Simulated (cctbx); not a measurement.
## V3In4Bi: solution and refinement

Cell a = 6.1310 Å, b = 6.1310 Å, c = 6.1310 Å, α = 90.00°, β = 90.00°, γ = 90.00°; space group P-43m (no. 215); content Bi1 In4 V3.

The data are simulated with cctbx, not measured: Cu Kα, λ = 1.54184 Å, to d = 0.83 Å, 95 % of the full sphere, strongest reflection 40000 counts, noise from counting, a 1.5 % proportional error and a noise floor of 4 counts (s.d.); no absorption.

1 earlier start (other random phases, and plain and normalised amplitudes in turn) led nowhere (symmetry correlation 0.94).

Charge flipping in P1 on plain amplitudes to 0.83 Å, δ = 0.9 σ, 10 % of the reflections treated as weak, 600 cycles:

```text
cycle      R  skewness
    0  0.536     0.29
   50  0.297     5.23
  100  0.297     5.18
  150  0.295     5.18
  200  0.309     5.03
  250  0.293     5.07
  300  0.315     5.05
  350  0.318     4.87
  400  0.310     4.74
  450  0.306     4.67
  500  0.306     4.64
  550  0.306     4.61
origin shift          correlation  skewness
 0.443  0.493  0.705      0.989      6.57
 0.442  0.494  0.205      0.988      7.98
 0.190  0.242  0.455      0.988      6.76
 0.190  0.242  0.956      0.988      6.84
taken: symmetry correlation 0.988, skewness 7.98
peak      x       y       z  mult  height/sigma
Q1    0.0000  0.0000  0.0000    1     20.0
Q2    0.2634  0.2634  0.2634    4     15.0
Q3    0.0000  0.5000  0.5000    3      3.7
Q4    0.0000  0.0000  0.5000    3      1.9
Q5    0.2001  0.2001  0.7999    4      1.6
Q6    0.3705  0.3705  0.3705    4      1.1
Q7    0.0964  0.3522  0.3522   12      0.9
Q8    0.2274  0.3444  0.6556   12      0.9
```

The origin is taken among those within 0.04 of the best correlation, by the skewness of the map.

It took 0.51 s on 1 thread of Arm Neoverse V2, on a shared host, peak memory 0.07 GiB.

**Question.** Which peaks are atoms, and which elements?

Heights go roughly as Z and multiplicities must add up to the content. First model: Q1 = Bi1 (1 in the cell, height 20.0), Q2 = In1 (4 in the cell, height 15.0) and Q3 = V1 (3 in the cell, height 3.7). Against the true structure, Q1 is Bi, Q2 is In and Q3 is V; the other peaks are not atoms.

Least squares on F², isotropic:

```text
Rint 0.017, 108 unique reflections to 0.83 A
cycle     R1     wR2    GooF  max shift (A)
   1  0.0811  0.1752  21.730   0.00426
   2  0.0046  0.0132   1.632   0.00000
final R1 0.0046 wR2 0.0132 GooF 1.632  parameters 4  data/parameter 27.0
atom        x        y        z      Ueq    occ   su(xyz)  su(Uiso or U11)
Bi1    0.00000  0.00000  0.00000   0.0073  1.000  0.00000  0.0001
In1    0.26300  0.26300  0.26300   0.0120  1.000  0.00003  0.0001
V1     0.00000  0.50000  0.50000   0.0098  1.000  0.00000  0.0002
difference map: max 0.21 min -0.38 rms 0.06
Q1    0.0074  0.4425  0.4425   12    0.22  0.50 A from V1
Q2    0.0000  0.0000  0.3990    6    0.20  2.43 A from In1
Q3    0.4279  0.4279  0.4279    4    0.19  1.75 A from In1
Q4    0.2214  0.2214  0.6705   12    0.18  2.42 A from V1
Q5    0.5000  0.5000  0.5000    1    0.18  2.52 A from In1
```

Anisotropic refinement:

```text
Rint 0.017, 108 unique reflections to 0.83 A
cycle     R1     wR2    GooF  max shift (A)
   1  0.0047  0.0132   1.649   0.00034
   2  0.0027  0.0070   0.882   0.00000
final R1 0.0027 wR2 0.0070 GooF 0.882  parameters 6  data/parameter 18.0
atom        x        y        z      Ueq    occ   su(xyz)  su(Uiso or U11)
Bi1    0.00000  0.00000  0.00000   0.0072  1.000  0.00000  0.0001
In1    0.26297  0.26297  0.26297   0.0120  1.000  0.00002  0.0001
V1     0.00000  0.50000  0.50000   0.0100  1.000  0.00000  0.0002
Flack x: -0.5(2)
Hooft y: -0.048(94)  Bijvoet pairs: 40
difference map: max 0.15 min -0.13 rms 0.03
Q1    0.5000  0.5000  0.5000    1    0.15  2.52 A from In1
Q2    0.0000  0.1090  0.5000   12    0.13  2.37 A from In1
Q3    0.4046  0.4046  0.5954    4    0.13  2.38 A from In1
Q4    0.2730  0.5000  0.5000    6    0.10  1.67 A from V1
Q5    0.0000  0.3078  0.5000   12    0.10  1.18 A from V1
Q6    0.0000  0.5000  0.5000    3    0.09  0.00 A from V1
```

**Reading.** The refinement ends at R1 = 0.0027, wR2 = 0.0070, GooF = 0.88, with difference density between -0.13 and 0.15 e/Å³. Every site matches the true model in element, within 0.001 Å r.m.s., up to an allowed shift of origin or inversion. Flack x = -0.50 with s.u. 0.2: the s.u. is too large to fix the absolute structure.

True model:

```csv
atom,mult.,x,y,z,Ueq (Å²)
Bi1,1,0,0,0,0.0073
In1,4,0.7370,0.7370,0.2630,0.0120
V1,3,0,1/2,1/2,0.0099
```

The model was made for the exercise: a known structure type with other elements put in, its volume estimated, not relaxed; displacement parameters are assumed.

[Middle refinement cycles are left out of these outputs.]

[Logs are printed without paths, hosts, clocks, repeated set-up lines and the standing remarks that a program may print on its own settings, such as how far it seeks lower states.]
